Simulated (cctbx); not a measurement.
# Accept or mend?

Cell a = 4.4510 Å, b = 4.4510 Å, c = 7.1420 Å, α = 90.00°, β = 90.00°, γ = 120.00°; space group P6_3mc (no. 186).

Simulated single-crystal data (cctbx): Mo Kα, λ = 0.71073 Å, to d = 0.6 Å, 50 % of the full sphere, strongest reflection 40000 counts, noise from counting, a 2 % proportional error and a noise floor of 2 counts (s.d.); no absorption.

An anisotropic refinement with weights 1/σ² prints:

```text
Rint 0.017, 254 unique reflections to 0.60 A
cycle     R1     wR2    GooF  max shift (A)
   1  0.1839  0.4326  25.256   0.03059
   2  0.1735  0.3975  23.206   0.00001
final R1 0.1734 wR2 0.3975 GooF 23.206  parameters 6  data/parameter 42.3
atom        x        y        z      Ueq    occ   su(xyz)  su(Uiso or U11)
Dy1    0.00000  0.00000  0.49839   0.0003  1.000  0.00053  0.0010  NPD
Zr1    0.33333  0.66667  0.72159   0.0051  1.000  0.00145  0.0016
difference map: max 70.62 min -29.48 rms 4.93
Q1    0.3333  0.6667  0.3101    2   70.74  2.65 A from Zr1
Q2    0.3333  0.6667  0.7189    2   62.95  0.02 A from Zr1
Q3    0.3333  0.6667  0.1481    2   54.27  2.62 A from Zr1
Q4    0.0000  0.0000  0.0003    2   50.99  0.01 A from Dy1
Q5    0.3333  0.6667  0.8665    2    5.21  1.03 A from Zr1
Q6    0.1345  0.4846  0.3097   12    1.85  1.95 A from Zr1
```

Q: Accept it or mend it, and why?

Mend it. The fault: an atom left out, Cu at (2/3, 1/3, 0.8121). Against the right model at the same level, R1 goes from 0.0073 to 0.1734 and GooF from 0.97 to 23.21, U of Dy1 shrinks from 0.0053 to 0.0003 Å², U of Zr1 shrinks from 0.0106 to 0.0051 Å², the top difference peak, 70.7 e/Å³, lies 2.65 Å from Zr1 and Dy1 goes non-positive-definite. Q1 is the missing atom. With scattering power missing, scale and phases suffer, so peaks may also grow on the heavy atoms.

The compound is DyZrCu. The right model at the same level gives:

```text
Rint 0.017, 254 unique reflections to 0.60 A
cycle     R1     wR2    GooF  max shift (A)
   1  0.0140  0.0400   2.348   0.01036
   2  0.0073  0.0165   0.970   0.00001
final R1 0.0073 wR2 0.0165 GooF 0.970  parameters 9  data/parameter 28.2
atom        x        y        z      Ueq    occ   su(xyz)  su(Uiso or U11)
Dy1    0.00000  0.00000  0.49645   0.0053  1.000  0.00005  0.0000
Zr1    0.33333  0.66667  0.72732   0.0106  1.000  0.00011  0.0001
Cu1    0.66667  0.33333  0.81382   0.0209  1.000  0.00011  0.0002
Flack x: 0.02(3)
Hooft y: 0.015(17)  Bijvoet pairs: 116
difference map: max 0.47 min -0.48 rms 0.10
Q1    0.2420  0.4840  0.5035    6    0.49  1.53 A from Cu1
Q2    0.0701  0.5351  0.6781    6    0.41  1.07 A from Zr1
Q3    0.0772  0.5386  0.7946    6    0.40  1.10 A from Zr1
Q4    0.1697  0.3395  0.7363    6    0.36  1.26 A from Zr1
Q5    0.2354  0.4708  0.9911    6    0.35  1.82 A from Dy1
Q6    0.1333  0.2665  0.0274    6    0.27  1.05 A from Dy1
```

The model is made up (kin elements in a known structure type, no relaxation), so it says nothing on whether the phase exists.

[Middle refinement cycles are left out of these outputs.]

[Logs are printed without paths, hosts, clocks, repeated set-up lines and the standing remarks that a program may print on its own settings, such as how far it seeks lower states.]
